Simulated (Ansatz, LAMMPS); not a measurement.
# Which site? As in place of Si in amorphous Si (127 atoms), part 2 of 2

At which site of amorphous Si (127 atoms) does As in place of Si cost least, and what about the site decides it?

Ansatz 0.2.0; Kohn-Sham DFT, PBE, PAW (set soft_2), plane waves.

The cell: 127 Si. The quench rate of 10 K/ps is orders of magnitude faster than experiment. The starting topology of bonds comes from the classical model. The Brillouin zone is sampled at Γ only, in a cell whose shortest periodic width is 14 Å.

So far. Step 2 (Single point at the start): The r.m.s. force at the start is 0.51 eV/Å. Step 3 (Relaxation): The relaxation converged after 10 steps, 6.22 eV below its start, with a largest force component of 0.023 eV/Å.

### Step 5. As on a site of Si, site Si37

The site has 3 bonded neighbours (Si3) at 2.33 Å on average, by cutoffs that count no bonds between two metal atoms or like ions. The change is made in the relaxed cell and the atoms are relaxed again.

input.yaml

```yaml
crystal:
  lattice:
    - [13.7871, 0.0, 0.0]
    - [0.0, 13.7871, 0.0]
    - [0.0, 0.0, 13.7871]
  atoms:
    [... atom lines 1 to 33 left out ...]
    - { symbol: Si, position: [0.98106, 0.88573, 0.52637] }
    - { symbol: Si, position: [0.25423, 0.38115, 0.43232] }
    - { symbol: Si, position: [0.18172, 0.11722, 0.46867] }
    - { symbol: As, position: [0.39329, 0.70017, 0.08751] }
    - { symbol: Si, position: [0.05892, 0.44899, 0.24591] }
    - { symbol: Si, position: [0.57571, 0.54112, 0.89667] }
    - { symbol: Si, position: [0.87701, 0.16814, 0.89154] }
    [... atom lines 41 to 127 left out ...]
kpoints:
  mp_grid: { grid: [1, 1, 1] }
hamiltonian:
  xc: pbe
scf:
  occupations: { method: gaussian, width: 0.05 }
output:
  forces: true
  eigenvalues: true
relax:
  f_tol: 0.05
  max_steps: 90
```

Run with:

```bash
$ ansatz run input.yaml --threads 4 --pin off --max-ram 8192MiB --backend cpu --events-out ev --progress --plain --runs-dir out
```

Numbers of over 12 decimals in the logs are rounded to 6 here.

Output:

```text
[...]
Crystal: 127 atoms, lattice volume = 2620.709 Å³
Basis set: ecut = 420 eV, 51219 PW (Γ), exchange–correlation on 192×192×192 points (8 copies of the dense FFT grid, shifted against one another)
Bands: 387, of which v1, the nominal top of the filled ones, is band 260 counted from 1 (259 counted from 0)
Symmetry: 1 space group operations
[...]
k-points: 1
[...]
SCF iter   1: F=—  HF=-84943.538715 eV  |F-HF|=—  |Δ(HF+E_count)|=         —  Δρ=2.71e-3  dr2=5.11e-1  ethr=1.77e-3  ⟨swp⟩=6.0  Hψ=1776  notcnv=0  defer=62
[...]
SCF iter   6: F=—  HF=-84943.476150 eV  |F-HF|=—  |Δ(HF+E_count)|=   2.05e-4  Δρ=3.43e-5  dr2=1.13e-4  ethr=1.12e-7  ⟨swp⟩=2.0  Hψ=528  notcnv=0  defer=119
SCF iter   7: F=-84943.476204 eV  HF=-84943.476202 eV  |F-HF|=1.64e-6  |Δ(HF+E_count)|=   5.22e-5  Δρ=1.19e-5  dr2=1.44e-5  ethr=1.20e-8  ⟨swp⟩=12.0  Hψ=2511  notcnv=0
SCF 1 converged in 7 iterations: F = -84943.476204 eV  dr2 = 1.44e-5
[...]
relax step   1: F+E_penalty+E_count = -84943.47620410 eV  Δ(F+E_penalty+E_count) = +0.000e0 eV  max|allowed force component| = 6.303e-1 eV/Å  Δτ_max = 0.0000 Å  (7 SCF iters, dr2 threshold 6.25e-5 eV, accepted)
[...]
relax step   2: F+E_penalty+E_count = -84943.61849209 eV  Δ(F+E_penalty+E_count) = -1.423e-1 eV  max|allowed force component| = 1.570e-1 eV/Å  Δτ_max = 0.1273 Å  (6 SCF iters, dr2 threshold 2.48e-5 eV, accepted)
[...]
relax step   3: F+E_penalty+E_count = -84943.63724114 eV  Δ(F+E_penalty+E_count) = -1.875e-2 eV  max|allowed force component| = 8.707e-2 eV/Å  Δτ_max = 0.0299 Å  (7 SCF iters, accepted)
[...]
relax step   4: F+E_penalty+E_count = -84943.64128450 eV  Δ(F+E_penalty+E_count) = -4.043e-3 eV  max|allowed force component| = 2.106e-2 eV/Å  Δτ_max = 0.0185 Å  (7 SCF iters, accepted)
SCF converged after 7 iterations
Free energy (F): -84943.641285 eV
[...]
Internal energy: -84943.613075 eV  (E = F + TS)
E sigma→0 (E₀):  -84943.627180 eV
Entropy (-TS):   -0.028209 eV (-0.222 meV/atom)
Fermi energy:    6.277560 eV
[...]
Σ components = -84943.641285   (vs F -84943.641285, Δ=0.00e0)
--- Forces (eV/Å), atoms counted from 1 ---
  atom   1  Si     0.00264023    -0.00229747     0.00342504
  atom   2  Si    -0.00048120    -0.00226429     0.00179590
  atom   3  Si     0.00855425     0.00332334     0.00042126
  atom   4  Si     0.00105773     0.00069748     0.00059059
[...]
atom 127  Si     0.00386870    -0.00030294     0.00225358
  max |Σ_I F_I| component: 1.68e-5 eV/Å
--- Band table (eV) ---
[...]
--- Relaxed structure (4 steps of the walk, 4 accepted, 0 SCFs on fresh bases) ---
  F+E_penalty+E_count = -84943.64128450 eV   max|allowed force component| = 2.106e-2 eV/Å
  atoms:
    - { symbol: Si, position: [0.320044, 0.034784, 0.402977] }
    - { symbol: Si, position: [0.131462, 0.410583, 0.746479] }
    - { symbol: Si, position: [0.628383, 0.654850, 0.705992] }
    - { symbol: Si, position: [0.397391, 0.361240, 0.127188] }
[...]
- { symbol: Si, position: [0.238812, 0.525617, 0.658155] }
```

Elapsed: 2.2 min, on 4 threads of Arm Neoverse V1, shared host; peak memory 3 GiB; 8.7 min of CPU time.

The relaxation converged after 4 steps, 0.165 eV below its start, with a largest force component of 0.021 eV/Å.

A closer look about the As atom, after relaxation: 11 atoms, nearest first, numbered in the order of the input, with positions taken from that point.

```csv
atom,x,y,z,distance (Å),bonds
As37,0.00,0.00,0.00,0.00,3
Si86,2.31,0.13,0.22,2.33,4
Si118,-1.38,-1.21,1.50,2.37,4
Si24,-0.54,2.27,0.54,2.39,4
Si82,-1.18,2.47,-1.72,3.24,4
Si76,-0.43,0.73,-3.25,3.36,4
Si93,-3.15,0.30,1.20,3.38,4
Si94,2.73,-2.09,-0.39,3.46,4
Si23,-1.73,-3.09,-0.01,3.54,4
Si33,2.81,1.49,-1.76,3.64,4
Si58,-2.29,-0.78,-2.86,3.75,4
```

The column of bonds counts only the pairs Si-Si within 2.98 Å, Si-As within 2.77 Å; other neighbours, such as metal atoms beside each other in a compound, aren't counted, and periodic images can show an atom twice.

The largest move is 0.15 Å, by Si76.

### Step 6. As on a site of Si, site Si52

The site has 5 bonded neighbours (Si5) at 2.57 Å on average. 

Input and log are left out; they have the form of those shown for this kind of step.

The job ended after 3.2 min (4 threads of Arm Neoverse V1, shared host; peak memory 3 GiB; 12 min of CPU time).

The relaxation converged after 6 steps, 0.254 eV below its start, with a largest force component of 0.041 eV/Å.

### Step 7. As on a site of Si, site Si16

The site has 4 bonded neighbours (Si4) at 2.35 Å on average. 

Input and log are left out; they have the form of those shown for this kind of step.

Run time: 1.7 min. Hardware: 4 threads of Arm Neoverse V1, shared host; peak memory 3 GiB; 6.6 min of CPU time.

The relaxation converged after 3 steps, 0.166 eV below its start, with a largest force component of 0.039 eV/Å.

### Step 8. As on a site of Si, site Si84

The site has 4 bonded neighbours (Si4) at 2.38 Å on average. 

Input and log are left out; they have the form of those shown for this kind of step.

The job ended after 2.2 min (4 threads of Arm Neoverse V1, shared host; peak memory 3 GiB).

The relaxation converged after 4 steps, 0.182 eV below its start, with a largest force component of 0.023 eV/Å.

The surroundings of the As atom, after relaxation, nearest first, numbered as they follow in the input and with coordinates relative to it.

```csv
atom,x,y,z,distance (Å),bonds
As84,0.00,0.00,0.00,0.00,4
Si67,-2.36,0.51,-0.33,2.44,4
Si22,1.62,0.91,-1.58,2.44,4
Si95,0.18,1.15,2.17,2.46,4
Si92,0.34,-2.36,-0.63,2.47,4
Si13,2.56,1.26,1.86,3.41,4
Si66,-2.09,1.15,-2.52,3.48,4
Si56,0.06,0.79,-3.45,3.55,4
Si72,2.72,2.46,-0.17,3.67,4
Si55,0.20,-3.37,1.48,3.69,4
Si103,-3.40,-1.45,0.43,3.72,4
Si78,-0.69,-0.54,3.63,3.73,4
```

The column of bonds counts only the pairs Si-Si within 2.93 Å, Si-As within 2.88 Å; other neighbours, such as metal atoms beside each other in a compound, aren't counted, and periodic images can show an atom twice.

The largest move is 0.11 Å, by Si92.

### Step 9. As on a site of Si, site Si127

The site has 4 bonded neighbours (Si4) at 2.42 Å on average. 

input.yaml, the sections that differ from step 5:

```yaml
crystal:
  lattice:
    - [13.7871, 0.0, 0.0]
    - [0.0, 13.7871, 0.0]
    - [0.0, 0.0, 13.7871]
  atoms:
    [... atom lines 1 to 123 left out ...]
    - { symbol: Si, position: [0.85905, 0.58127, 0.81442] }
    - { symbol: Si, position: [0.04099, 0.1285, 0.93917] }
    - { symbol: Si, position: [0.48459, 0.48913, 0.338] }
    - { symbol: As, position: [0.23879, 0.52562, 0.65776] }
# kpoints, hamiltonian, scf, output, relax: as in step 5
```

Output:

```text
[...]
Crystal: 127 atoms, lattice volume = 2620.709 Å³
Basis set: ecut = 420 eV, 51219 PW (Γ), exchange–correlation on 192×192×192 points (8 copies of the dense FFT grid, shifted against one another)
Bands: 387, of which v1, the nominal top of the filled ones, is band 260 counted from 1 (259 counted from 0)
Symmetry: 1 space group operations
[...]
k-points: 1
[...]
SCF iter   1: F=—  HF=-84942.646758 eV  |F-HF|=—  |Δ(HF+E_count)|=         —  Δρ=2.97e-3  dr2=9.10e-1  ethr=1.77e-3  ⟨swp⟩=6.0  Hψ=1773  notcnv=0  defer=61
[...]
SCF iter   6: F=—  HF=-84942.536239 eV  |F-HF|=—  |Δ(HF+E_count)|=   1.14e-4  Δρ=4.00e-5  dr2=1.39e-4  ethr=2.68e-7  ⟨swp⟩=2.0  Hψ=356  notcnv=0  defer=115
SCF iter   7: F=-84942.536290 eV  HF=-84942.536302 eV  |F-HF|=1.22e-5  |Δ(HF+E_count)|=   6.38e-5  Δρ=1.58e-5  dr2=3.39e-5  ethr=1.20e-8  ⟨swp⟩=13.0  Hψ=2423  notcnv=0
SCF 1 converged in 7 iterations: F = -84942.536290 eV  dr2 = 3.39e-5
[...]
relax step   1: F+E_penalty+E_count = -84942.53629013 eV  Δ(F+E_penalty+E_count) = +0.000e0 eV  max|allowed force component| = 6.643e-1 eV/Å  Δτ_max = 0.0000 Å  (7 SCF iters, dr2 threshold 6.25e-5 eV, accepted)
[...]
relax step   2: F+E_penalty+E_count = -84942.68679824 eV  Δ(F+E_penalty+E_count) = -1.505e-1 eV  max|allowed force component| = 1.592e-1 eV/Å  Δτ_max = 0.0903 Å  (6 SCF iters, dr2 threshold 2.76e-5 eV, accepted)
[...]
relax step   3: F+E_penalty+E_count = -84942.70272200 eV  Δ(F+E_penalty+E_count) = -1.592e-2 eV  max|allowed force component| = 6.107e-2 eV/Å  Δτ_max = 0.0273 Å  (8 SCF iters, accepted)
[...]
relax step   4: F+E_penalty+E_count = -84942.70483801 eV  Δ(F+E_penalty+E_count) = -2.116e-3 eV  max|allowed force component| = 2.034e-2 eV/Å  Δτ_max = 0.0115 Å  (7 SCF iters, accepted)
SCF converged after 7 iterations
Free energy (F): -84942.704838 eV
[...]
Internal energy: -84942.676629 eV  (E = F + TS)
E sigma→0 (E₀):  -84942.690733 eV
Entropy (-TS):   -0.028209 eV (-0.222 meV/atom)
Fermi energy:    6.265989 eV
[...]
Σ components = -84942.704838   (vs F -84942.704838, Δ=0.00e0)
--- Forces (eV/Å), atoms counted from 1 ---
  atom   1  Si    -0.00291951    -0.00388872     0.00290858
  atom   2  Si     0.00361109     0.00826466    -0.00394287
  atom   3  Si     0.00093976     0.00020254    -0.00025603
  atom   4  Si    -0.00133693     0.00039827    -0.00023803
[...]
atom 127  As     0.00185079     0.00058206     0.00469517
  max |Σ_I F_I| component: 2.28e-5 eV/Å
--- Band table (eV) ---
[...]
--- Relaxed structure (4 steps of the walk, 4 accepted, 0 SCFs on fresh bases) ---
  F+E_penalty+E_count = -84942.70483801 eV   max|allowed force component| = 2.034e-2 eV/Å
  atoms:
    - { symbol: Si, position: [0.320105, 0.035123, 0.403162] }
    - { symbol: Si, position: [0.126297, 0.405762, 0.751032] }
    - { symbol: Si, position: [0.627467, 0.654655, 0.705268] }
    - { symbol: Si, position: [0.397998, 0.360916, 0.126687] }
[...]
- { symbol: As, position: [0.237258, 0.524030, 0.657376] }
```

Elapsed: 2.3 min, on 4 threads; peak memory 3 GiB.

The relaxation converged after 4 steps, 0.169 eV below its start, with a largest force component of 0.020 eV/Å.

Local excerpt of 10 atoms (numbers count through the whole input) about the As atom, after relaxation; x, y, z are measured from there.

```csv
atom,x,y,z,distance (Å),bonds
As127,0.00,0.00,0.00,0.00,4
Si115,-1.24,1.79,1.15,2.46,4
Si59,2.34,-0.73,0.23,2.46,4
Si61,0.01,0.27,-2.48,2.49,4
Si2,-1.53,-1.63,1.29,2.58,4
Si45,1.80,-3.08,-0.29,3.58,4
Si58,-0.10,1.60,3.21,3.59,4
Si35,0.26,-1.98,-3.09,3.68,4
Si17,-2.15,-2.93,-0.54,3.68,4
Si43,-1.91,1.62,-2.80,3.76,4
```

The column of bonds counts only the pairs Si-Si within 2.93 Å, Si-As within 2.98 Å; other neighbours, such as metal atoms beside each other in a compound, aren't counted, and periodic images can show an atom twice.

The largest move is 0.12 Å, by Si2.

### Step 10. As on a site of Si, site Si93

The site has 4 bonded neighbours (Si4) at 2.39 Å on average. 

Input and log are left out; they have the form of those shown for this kind of step.

Wall time 2.2 min (4 threads of Arm Neoverse V1, shared host); peak memory 3 GiB; 8.7 min of CPU time.

The relaxation converged after 4 steps, 0.181 eV below its start, with a largest force component of 0.022 eV/Å.

A closer look about the As atom, after relaxation: 13 atoms, nearest first, numbered in the order of the input, with positions taken from that point.

```csv
atom,x,y,z,distance (Å),bonds
As93,0.00,0.00,0.00,0.00,4
Si118,1.86,-1.51,0.19,2.40,4
Si48,-1.40,-1.39,1.42,2.43,4
Si109,-0.62,-0.13,-2.41,2.49,4
Si32,0.70,2.35,0.73,2.56,4
Si18,-3.23,-0.54,0.30,3.29,4
Si24,2.60,1.97,-0.66,3.33,4
Si37,3.08,-0.24,-1.34,3.37,3
Si90,-2.65,-1.23,-1.92,3.49,4
Si112,-0.40,2.11,-3.12,3.79,4
Si42,1.24,2.11,2.99,3.87,4
Si23,1.37,-3.39,-1.25,3.87,4
Si122,2.55,-1.57,2.47,3.88,4
```

The column of bonds counts only the pairs Si-Si within 2.93 Å, Si-As within 2.98 Å; other neighbours, such as metal atoms beside each other in a compound, aren't counted, and periodic images can show an atom twice.

The largest move is 0.13 Å, by Si32.

### Step 11. The sites compared

All these cells hold the same atoms, so their energies can be compared with no chemical potential.

```csv
site,neighbours,mean distance (Å),atoms within 6 Å,energy over the best site (eV),before relaxation (eV),gain on relaxing (eV)
Si37,Si3,2.33,40,0.00,0.00,0.17
Si52,Si5,2.57,41,0.80,0.89,0.25
Si93,Si4,2.39,42,0.91,0.92,0.18
Si84,Si4,2.38,44,0.91,0.93,0.18
Si127,Si4,2.42,44,0.94,0.94,0.17
Si16,Si4,2.35,42,1.01,1.01,0.17
```

Neighbours are those of the relaxed host within 2.93 Å (Si-Si); other pairs aren't counted.

### Step 12. Outcome

The cheapest site is Si37 (3 neighbours, Si3); the dearest, Si16 (4 neighbours, Si4), costs 1.0 eV more. By coordination the energies over the best site are 0.00 eV with 3 neighbours, 0.91 to 1.01 eV with 4 neighbours and 0.80 eV with 5 neighbours. Relaxation gains 0.17 to 0.25 eV and leaves the best site the same.

Caveats: Defects are neutral and interact with their images. In a disordered cell the relaxation can also rearrange atoms far from the site. Only 6 of the 127 Si sites were tried; unless symmetry makes the others alike to these, a cheaper one may exist. The change leaves an odd electron count, and these runs have no spin polarisation.

The DFT runs together took 19 min of wall time.

[Logs are printed without paths, hosts, clocks, repeated set-up lines and the standing remarks that a program may print on its own settings, such as how far it seeks lower states.]

[Hosts, paths, dates, database ids (printed as entryN), source tags and the programs' standing remarks are cut or masked in the printed files.]
